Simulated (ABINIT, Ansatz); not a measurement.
# SnH2 (Fm-3m): zone-centre phonons

Aim: the zone-centre modes of SnH2 (Fm-3m).

Program: ABINIT 10.8.3. Level of theory: DFT LDA, scalar-relativistic, plane waves, HGH norm-conserving pseudopotentials. Results are calculated unless marked as measured.

The structure was built from a prototype and need not be the compound's stable phase.

## (1) The starting structure

It takes space group Fm-3m (No. 225, cubic). The conventional cell has a = 5.238 Å, b = 5.238 Å, c = 5.238 Å, α = 90.00°, β = 90.00°, γ = 90.00°. Nearest to Sn lie 8 H at 2.27 Å. Nearest to H lie 4 Sn at 2.27 Å. Farther neighbours are not listed.

## (2) Relaxation

The harmonic expansion starts where the forces on the atoms vanish, and stress shifts the frequencies, so cell and atoms are relaxed with tight thresholds.

The starting cell comes from a relaxation made beforehand in Ansatz (LDA, PseudoDojo NC).

relax.abi

```
# relaxation
ionmov 2
optcell 2
dilatmx 1.08
ntime 40
tolmxf 1.0d-05
tolvrs 1.0d-14
prtwf 0
prtden 0
chksymtnons 0

# basis, mesh and filling
ecut 35.0
ecutsm 0.5
ixc 7
ngkpt 10 10 10
nshiftk 1
shiftk 0.0 0.0 0.0
istwfk *1
occopt 6
tsmear 0.01
nband 8
nstep 100
diemac 1000000.0
prtebands 0
prtgsr 0

# cell and atoms
acell 6.999511683 6.999511683 6.999511683
rprim 
    -0.7071067812 0.0 0.7071067812
    0.0 0.7071067812 0.7071067812
    -0.7071067812 0.7071067812 0.0
ntypat 2
znucl 50 1
natom 3
typat 1 2 2
xred 
    0.0 0.0 0.0
    0.75 0.75 0.75
    0.25 0.25 0.25
pp_dirpath "./pseudo"
pseudos "Sn.hgh, H.hgh"
```

Started as:

```sh
$ OMP_NUM_THREADS=1 mpirun -n 2 abinit relax.abi > relax.log
```

Numbers of over 12 decimals in the logs are rounded to 6 here.

relax.abo, the main output file:

```text
[banners, grids, parts of the stress and lines that vanish by symmetry left out]
- input  file    -> relax.abi
- output file    -> relax.abo
- root for input  files -> relaxi
[...]
Symmetries : space group Fm -3 m (#225); Bravais cF (face-center cubic)
[...]
mpw =        3040          nfft =       91125          nkpt =          47
[...]
== DATASET  1 ==================================================================
[...]
cutoff_energies: {ecut:  35.0, pawecutdg:  -1.0, }
[...]
Exchange-correlation functional for the present dataset will be:
  LDA: Perdew-Wang 92 LSD fit to Ceperley-Alder data - ixc=7
[...]
ETOT  1  -4.654152    -4.654E+00 1.915E-02 2.534E+01
 ETOT  2  -4.661858    -7.706E-03 1.890E-03 4.980E-01
 ETOT  3  -4.661875    -1.721E-05 2.846E-04 1.220E-02
 ETOT  4  -4.661876    -9.159E-07 1.081E-04 8.453E-04
 ETOT  5  -4.661876    -4.616E-08 1.302E-04 4.923E-06
[...]
At SCF step    9       vres2   =  2.01E-15 < tolvrs=  1.00E-14 =>converged.
[...]
sigma(1 1)=  4.43723472E-06  sigma(3 2)=  0.00000000E+00
  sigma(2 2)=  4.43723472E-06  sigma(3 1)=  0.00000000E+00
  sigma(3 3)=  4.43723472E-06  sigma(2 1)=  0.00000000E+00
[...]
convergence: {deltae:  2.309E-14, res2:  2.008E-15, residm:  6.357E-05, diffor: null, }
etotal    :  -4.66187599E+00
[...]
ETOT  1  -4.661876    -4.662E+00 4.910E-05 2.115E-04
[...]
At SCF step    7       vres2   =  1.48E-16 < tolvrs=  1.00E-14 =>converged.
[...]
sigma(1 1)=  3.73216746E-06  sigma(3 2)=  0.00000000E+00
  sigma(2 2)=  3.73216746E-06  sigma(3 1)=  0.00000000E+00
  sigma(3 3)=  3.73216746E-06  sigma(2 1)=  0.00000000E+00
[...]
convergence: {deltae: -3.908E-14, res2:  1.483E-16, residm:  7.457E-06, diffor: null, }
etotal    :  -4.66187638E+00
[...]
ETOT  1  -4.661877    -4.662E+00 8.388E-06 5.895E-03
[...]
ETOT  6  -4.661877     4.352E-14 4.640E-06 1.914E-12
 ETOT  7  -4.661877    -2.309E-14 4.880E-06 4.027E-15
 At SCF step    7       vres2   =  4.03E-15 < tolvrs=  1.00E-14 =>converged.
[...]
sigma(1 1)=  5.32328867E-08  sigma(3 2)=  0.00000000E+00
  sigma(2 2)=  5.32328867E-08  sigma(3 1)=  0.00000000E+00
  sigma(3 3)=  5.32328867E-08  sigma(2 1)=  0.00000000E+00
[...]
convergence: {deltae: -2.309E-14, res2:  4.027E-15, residm:  4.880E-06, diffor: null, }
etotal    :  -4.66187735E+00
[...]
At Broyd/MD step   3, gradients are converged :
[...]
sigma(1 1)=  5.32328867E-08  sigma(3 2)=  0.00000000E+00
  sigma(2 2)=  5.32328867E-08  sigma(3 1)=  0.00000000E+00
  sigma(3 3)=  5.32328867E-08  sigma(2 1)=  0.00000000E+00
[...]
- sigma(1 1)=  1.56616560E-03  sigma(3 2)=  0.00000000E+00
- sigma(2 2)=  1.56616560E-03  sigma(3 1)=  0.00000000E+00
- sigma(3 3)=  1.56616560E-03  sigma(2 1)=  0.00000000E+00
[...]
fcart     -0.0000000000E+00 -0.0000000000E+00 -0.0000000000E+00
           strten      5.3232886742E-08  5.3232886742E-08  5.3232886744E-08
================================================================================

[key lines of the parts left out:]
pressure_GPa:  -1.5662E-03
Total energy (etotal) [Ha]= -4.66187735349331E+00
```

It took 91 s on 2 MPI ranks of Arm Neoverse N1, shared host.

Little changed from the start: no atom moved by 0.005 Å and no cell edge by 0.1 %.

Read from the output:

| Item | Value |
| --- | --- |
| volume per atom | 11.95 Å³ |
| pressure | -0.001566 GPa |
| gap on the k-mesh | 0 eV |

The volume changes by -0.3 % from the cell with which this run began.

## (3) Ground state

The response is built on these wavefunctions, so the potential is converged far more tightly than an energy would need. ecutsm is kept as in the relaxation, so that the cell stays at rest. Occupations are smeared.

gs.abi

```
# ground state
tolvrs 1.0d-16
prtden 1
prtwf 1

# basis, mesh and filling
ecut 35.0
ecutsm 0.5
ixc 7
ngkpt 12 12 12
nshiftk 1
shiftk 0.0 0.0 0.0
istwfk *1
occopt 6
tsmear 0.01
nband 8
nstep 100
diemac 1000000.0
prtebands 0
prtgsr 0

# cell and atoms
acell 6.993660196 6.993660196 6.993660196
rprim 
    -0.7071067812 0.0 0.7071067812
    0.0 0.7071067812 0.7071067812
    -0.7071067812 0.7071067812 0.0
ntypat 2
znucl 50 1
natom 3
typat 1 2 2
xred 
    0.0 0.0 0.0
    0.75 0.75 0.75
    0.25 0.25 0.25
pp_dirpath "./pseudo"
pseudos "Sn.hgh, H.hgh"
```

Started as:

```sh
$ OMP_NUM_THREADS=1 mpirun -n 2 abinit gs.abi > gs.log
```

gs.abo, the main output file:

```text
[banners, grids, parts of the stress and lines that vanish by symmetry left out]
- input  file    -> gs.abi
- output file    -> gs.abo
- root for input  files -> gsi
[...]
Symmetries : space group Fm -3 m (#225); Bravais cF (face-center cubic)
[...]
mpw =        2421          nfft =       64000          nkpt =          72
[...]
== DATASET  1 ==================================================================
[...]
cutoff_energies: {ecut:  35.0, pawecutdg:  -1.0, }
[...]
Exchange-correlation functional for the present dataset will be:
  LDA: Perdew-Wang 92 LSD fit to Ceperley-Alder data - ixc=7
[...]
ETOT  1  -4.654436    -4.654E+00 3.704E-02 1.799E+01
 ETOT  2  -4.661742    -7.306E-03 1.093E-03 3.743E-01
 ETOT  3  -4.661763    -2.100E-05 2.848E-04 1.044E-02
 ETOT  4  -4.661765    -1.258E-06 5.632E-04 7.234E-04
 ETOT  5  -4.661765    -5.844E-08 1.078E-04 4.052E-06
[...]
ETOT  9  -4.661765    -3.286E-14 2.947E-05 1.413E-15
 ETOT 10  -4.661765     7.994E-15 2.904E-05 5.202E-18
 At SCF step   10       vres2   =  5.20E-18 < tolvrs=  1.00E-16 =>converged.
[...]
sigma(1 1)=  1.18457951E-05  sigma(3 2)=  0.00000000E+00
  sigma(2 2)=  1.18457951E-05  sigma(3 1)=  0.00000000E+00
  sigma(3 3)=  1.18457951E-05  sigma(2 1)=  0.00000000E+00
[...]
convergence: {deltae:  7.994E-15, res2:  5.202E-18, residm:  2.904E-05, diffor: null, }
etotal    :  -4.66176471E+00
[...]
sigma(1 1)=  1.18457951E-05  sigma(3 2)=  0.00000000E+00
  sigma(2 2)=  1.18457951E-05  sigma(3 1)=  0.00000000E+00
  sigma(3 3)=  1.18457951E-05  sigma(2 1)=  0.00000000E+00
[...]
- sigma(1 1)=  3.48515325E-01  sigma(3 2)=  0.00000000E+00
- sigma(2 2)=  3.48515325E-01  sigma(3 1)=  0.00000000E+00
- sigma(3 3)=  3.48515325E-01  sigma(2 1)=  0.00000000E+00
[...]
fcart     -0.0000000000E+00 -0.0000000000E+00 -0.0000000000E+00
           strten      1.1845795134E-05  1.1845795134E-05  1.1845795134E-05
================================================================================

[key lines of the parts left out:]
pressure_GPa:  -3.4852E-01
```

Wall time 37 s (2 MPI ranks); 75 s of CPU time.

This step gave:

```
pressure : -0.3485 GPa
```

The cell stands at -0.35 GPa, close enough for stiff modes, while soft ones can move.

## (4) Linear response at Γ

At q = 0 one unit cell holds all displacements. The response is solved for single atoms along the cell's directions, and symmetry skips those that follow from others. The crystal is treated as a metal, which screens a static field, so no field response is asked.

dfpt_gamma.abi

```

# common to the responses
getwfk_filepath "gso_WFK"
kptopt 2
nqpt 1
qpt 0.0 0.0 0.0
asr 0
chneut 0

# displacements
rfphon 1
rfatpol 1 3
rfdir 1 1 1
tolvrs 1.0d-10
prtwf 0

# basis, mesh and filling
ecut 35.0
ecutsm 0.5
ixc 7
ngkpt 12 12 12
nshiftk 1
shiftk 0.0 0.0 0.0
istwfk *1
occopt 6
tsmear 0.01
nband 8
nstep 100
diemac 1000000.0
prtebands 0
prtgsr 0

# cell and atoms
acell 6.993660196 6.993660196 6.993660196
rprim 
    -0.7071067812 0.0 0.7071067812
    0.0 0.7071067812 0.7071067812
    -0.7071067812 0.7071067812 0.0
ntypat 2
znucl 50 1
natom 3
typat 1 2 2
xred 
    0.0 0.0 0.0
    0.75 0.75 0.75
    0.25 0.25 0.25
pp_dirpath "./pseudo"
pseudos "Sn.hgh, H.hgh"
```

Started as:

```sh
$ OMP_NUM_THREADS=1 mpirun -n 2 abinit dfpt_gamma.abi > dfpt_gamma.log
```

dfpt_gamma.abo, the main output file:

```text
[banners, grids, parts of the stress and lines that vanish by symmetry left out]
- input  file    -> dfpt_gamma.abi
- output file    -> dfpt_gamma.abo
- root for input  files -> dfpt_gammai
- root for output files -> dfpt_gammao

 Symmetries : space group Fm -3 m (#225); Bravais cF (face-center cubic)
================================================================================
 Values of the parameters that define the memory need of the present run (RF).
     intxc =       0      iscf =       7    lmnmax =       6     lnmax =       6
     mgfft =      40  mpssoang =       3    mqgrid =    3001     natom =       3
  nloc_mem =       1    nspden =       1   nspinor =       1    nsppol =       1
      nsym =      48    n1xccc =       0    ntypat =       2    occopt =       6
   xclevel =       1
-    mband =           8        mffmem =           1         mkmem =         434
-   mkqmem =         434        mk1mem =         434           mpw =        2421
      nfft =       64000          nkpt =         868
- my_mband =           8
================================================================================
================================================================================

--------------------------------------------------------------------------------
------------- Echo of variables that govern the present computation ------------
--------------------------------------------------------------------------------
-
- outvars: echo of selected default values
-   iomode0 =  0 , fftalg0 =312 , wfoptalg0 =  0
-
- outvars: echo of global parameters not present in the input file
-  max_nthreads =    1
-
 -outvars: echo values of preprocessed input variables
 [... echo left out ...]
================================================================================

 chkinp: Checking input parameters for consistency.

[...]
== DATASET  1 ==================================================================
-   mpi_nproc: 2, omp_nthreads: 1 (-1 if OMP is not activated)

--- !DatasetInfo
iteration_state: {dtset: 1, }
dimensions: {natom: 3, nkpt: 868, mband: 8, nsppol: 1, nspinor: 1, nspden: 1, mpw: 2421, }
cutoff_energies: {ecut:  35.0, pawecutdg:  -1.0, }
electrons: {nelect:   6.00000000E+00, charge:   0.00000000E+00, occopt:   6.00000000E+00, tsmear:   1.00000000E-02, }
meta: {optdriver: 1, rfphon: 1, }
...

 mkfilename: getwfk from: gso_WFK

 Exchange-correlation functional for the present dataset will be:
  LDA: Perdew-Wang 92 LSD fit to Ceperley-Alder data - ixc=7
 Citation for XC functional:
  J.P.Perdew and Y.Wang, PRB 45, 13244 (1992)

 Real(R)+Recip(G) space primitive vectors, cartesian coordinates (Bohr,Bohr^-1):
 R(1)= -4.9452645  0.0000000  4.9452646  G(1)= -0.1011068 -0.1011068  0.1011068
 R(2)=  0.0000000  4.9452646  4.9452646  G(2)=  0.1011068  0.1011068  0.1011068
 R(3)= -4.9452645  4.9452646  0.0000000  G(3)= -0.1011068  0.1011068 -0.1011068
 Unit cell volume ucvol=  2.4187923E+02 bohr^3
 Angles (23,13,12)=  6.00000000E+01  6.00000000E+01  6.00000000E+01 degrees
 setup1 : take into account q-point for computing boxcut.

 getcut: wavevector=  0.0000  0.0000  0.0000  ngfft=  40  40  40
         ecut(hartree)=     35.000   => boxcut(ratio)=   2.14761

--- Pseudopotential description ------------------------------------------------
- pspini: atom type   1  psp file is ./pseudo/Sn.hgh

- pspini: atom type   2  psp file is ./pseudo/H.hgh

   1.51667852E+02                                ecore*ucvol(ha*bohr**3)
--------------------------------------------------------------------------------

 ==>  initialize data related to q vector <==

 The list of irreducible perturbations for this q vector is:
    1)    idir= 1    ipert=   1
    2)    idir= 1    ipert=   2

[...]
The perturbation idir=   2  ipert=   1 is
 symmetric of a previously calculated perturbation.
 So, its SCF calculation is not needed.

 The perturbation idir=   3  ipert=   1 is
 symmetric of a previously calculated perturbation.
 So, its SCF calculation is not needed.

 The perturbation idir=   2  ipert=   2 is
 symmetric of a previously calculated perturbation.
 So, its SCF calculation is not needed.

 The perturbation idir=   3  ipert=   2 is
 symmetric of a previously calculated perturbation.
 So, its SCF calculation is not needed.

 The perturbation idir=   1  ipert=   3 is
 symmetric of a previously calculated perturbation.
 So, its SCF calculation is not needed.

 The perturbation idir=   2  ipert=   3 is
 symmetric of a previously calculated perturbation.
 So, its SCF calculation is not needed.

 The perturbation idir=   3  ipert=   3 is
 symmetric of a previously calculated perturbation.
 So, its SCF calculation is not needed.

--------------------------------------------------------------------------------
 Perturbation wavevector (in red.coord.)   0.000000  0.000000  0.000000
 Perturbation : displacement of atom   1   along direction   1
 Found     4 symmetries that leave the perturbation invariant.

[...]
dfpt_looppert : total number of electrons, from k and k+q
  fully or partially occupied states are    6.000000E+00 and    6.000000E+00.
 Initialisation of the first-order wave-functions :
  ireadwf=   0

--- !BeginCycle
iteration_state: {dtset: 1, }
solver: {iscf: 7, nstep: 100, nline: 4, wfoptalg: 0, }
tolerances: {tolvrs: 1.00E-10, }
...

     iter   2DEtotal(Ha)        deltaE(Ha) residm    vres2
-ETOT  1  0.547997     -4.936E+01 6.605E-01 5.657E+03
 ETOT  2 -0.355622     -9.036E-01 1.885E-03 9.924E+01
 ETOT  3 -0.370628     -1.501E-02 1.899E-04 5.034E-01
 ETOT  4 -0.370684     -5.629E-05 1.991E-07 8.479E-03
 ETOT  5 -0.370685     -7.997E-07 4.473E-09 6.218E-05
[...]
At SCF step    8       vres2   =  1.36E-12 < tolvrs=  1.00E-10 =>converged.
[...]
Mean square residual over all n,k,spin=   30.675E-18; max=  22.451E-15

 Thirteen components of 2nd-order total energy (hartree) are
 1,2,3: 0th-order hamiltonian combined with 1st-order wavefunctions
     kin0=   4.57621696E+01 eigvalue=   2.06214063E+00  local=  -1.20483125E+01
 4,5,6: 1st-order hamiltonian combined with 1st and 0th-order wfs
 loc psp =  -3.51653513E+01  Hartree=   4.26909580E+00     xc=  -4.38847461E+00
 note that "loc psp" includes a xc core correction that could be resolved
 7,8,9: eventually, occupation + non-local contributions
    edocc=   4.70480510E+00     enl0=   9.91302921E+00   enl1=  -6.53835551E+01
 1-9 gives the relaxation energy (to be shifted if some occ is /=2.0)
   erelax=  -5.02744532E+01
 10,11,12 Non-relaxation  contributions : frozen-wavefunctions and Ewald
 fr.local=   1.18949017E+01 fr.nonlo=   3.12326224E+01  Ewald=   6.77624449E+00
 13,14 Frozen wf xc core corrections (1) and (2)
 frxc 1  =   0.00000000E+00  frxc 2 =   0.00000000E+00
 Resulting in :
 2DEtotal=   -0.3706846589E+00 Ha. Also 2DEtotal=   -0.100868434291E+02 eV
    (2DErelax=   -5.0274453207E+01 Ha. 2DEnonrelax=    4.9903768548E+01 Ha)
    (  non-var. 2DEtotal :   -3.7068468192E-01 Ha)

[...]
Perturbation wavevector (in red.coord.)   0.000000  0.000000  0.000000
 Perturbation : displacement of atom   2   along direction   1
 Found     2 symmetries that leave the perturbation invariant.

--------------------------------------------------------------------------------

--------------------------------------------------------------------------------

 dfpt_looppert : total number of electrons, from k and k+q
  fully or partially occupied states are    6.000000E+00 and    6.000000E+00.
 Initialisation of the first-order wave-functions :
  ireadwf=   0

--- !BeginCycle
iteration_state: {dtset: 1, }
solver: {iscf: 7, nstep: 100, nline: 4, wfoptalg: 0, }
tolerances: {tolvrs: 1.00E-10, }
...

     iter   2DEtotal(Ha)        deltaE(Ha) residm    vres2
-ETOT  1   2.380556     -4.792E+01 6.169E-01 1.065E+04
[...]
ETOT  7  0.289056     -1.427E-10 1.180E-11 4.662E-09
 ETOT  8  0.289056     -7.532E-13 6.547E-13 1.850E-11

 At SCF step    8       vres2   =  1.85E-11 < tolvrs=  1.00E-10 =>converged.
[...]
Mean square residual over all n,k,spin=   59.107E-17; max=  65.465E-14

 Thirteen components of 2nd-order total energy (hartree) are
 1,2,3: 0th-order hamiltonian combined with 1st-order wavefunctions
     kin0=   5.19895652E+01 eigvalue=   1.24930525E+00  local=  -1.21876905E+01
 4,5,6: 1st-order hamiltonian combined with 1st and 0th-order wfs
 loc psp =  -1.00022966E+02  Hartree=   9.90070104E+00     xc=  -6.07851085E+00
 note that "loc psp" includes a xc core correction that could be resolved
 7,8,9: eventually, occupation + non-local contributions
    edocc=   4.95862376E+00     enl0=   1.79488915E-01   enl1=   0.00000000E+00
 1-9 gives the relaxation energy (to be shifted if some occ is /=2.0)
   erelax=  -5.00114828E+01
 10,11,12 Non-relaxation  contributions : frozen-wavefunctions and Ewald
 fr.local=   4.60653858E+01 fr.nonlo=   0.00000000E+00  Ewald=   4.23515280E+00
 13,14 Frozen wf xc core corrections (1) and (2)
 frxc 1  =   0.00000000E+00  frxc 2 =   0.00000000E+00
 Resulting in :
 2DEtotal=    0.2890557873E+00 Ha. Also 2DEtotal=    0.786560867363E+01 eV
    (2DErelax=   -5.0011482797E+01 Ha. 2DEnonrelax=    5.0300538584E+01 Ha)
    (  non-var. 2DEtotal :    2.8905577518E-01 Ha)

[...]
---- first-order wavefunction calculations are completed ----

 ==> Compute Derivative Database <==

 [... matrices left out ...]
  Phonon wavevector (reduced coordinates) :  0.00000  0.00000  0.00000
 Phonon energies in Hartree :
  -1.449124E-03 -1.449124E-03 -1.449124E-03 -5.489274E-06 -5.489273E-06
  -5.489273E-06  2.915148E-03  2.915148E-03  2.915148E-03
 Phonon frequencies in cm-1    :
- -3.180459E+02 -3.180459E+02 -3.180459E+02 -1.204756E+00 -1.204756E+00
- -1.204756E+00  6.398011E+02  6.398011E+02  6.398011E+02

== END DATASET(S) ==============================================================
================================================================================

 -outvars: echo values of variables after computation
            acell      6.9936601960E+00  6.9936601960E+00  6.9936601960E+00 Bohr
           etotal      2.8905578725E-01
            fcart      0.0000000000E+00  0.0000000000E+00  0.0000000000E+00
           strten      0.0000000000E+00  0.0000000000E+00  0.0000000000E+00
================================================================================
```

Run time: 4.7 min. Hardware: 2 MPI ranks.

Numbers from this step:

| Quantity | Value |
| --- | --- |
| largest acoustic frequency at the zone centre before the sum rule | -1.2 cm⁻¹ |
| highest optical zone-centre mode (no LO-TO term) | 639.8 cm⁻¹ |
| lowest optical zone-centre mode | -318.1 cm⁻¹ |

The acoustic modes at Γ come out as far as 1.2 cm⁻¹ from zero, where they should vanish, a small numerical error. The lowest optical mode is imaginary, 318i cm⁻¹, an instability at this level and on this k mesh.

[end of part 1 of 3]

[Host names and launcher messages were left out of these logs when they were recorded.]

[Logs are printed without paths, hosts, clocks, repeated set-up lines and the standing remarks that a program may print on its own settings, such as how far it seeks lower states.]

[Hosts, paths, dates, database ids (printed as entryN), source tags and the programs' standing remarks are cut or masked in the printed files.]
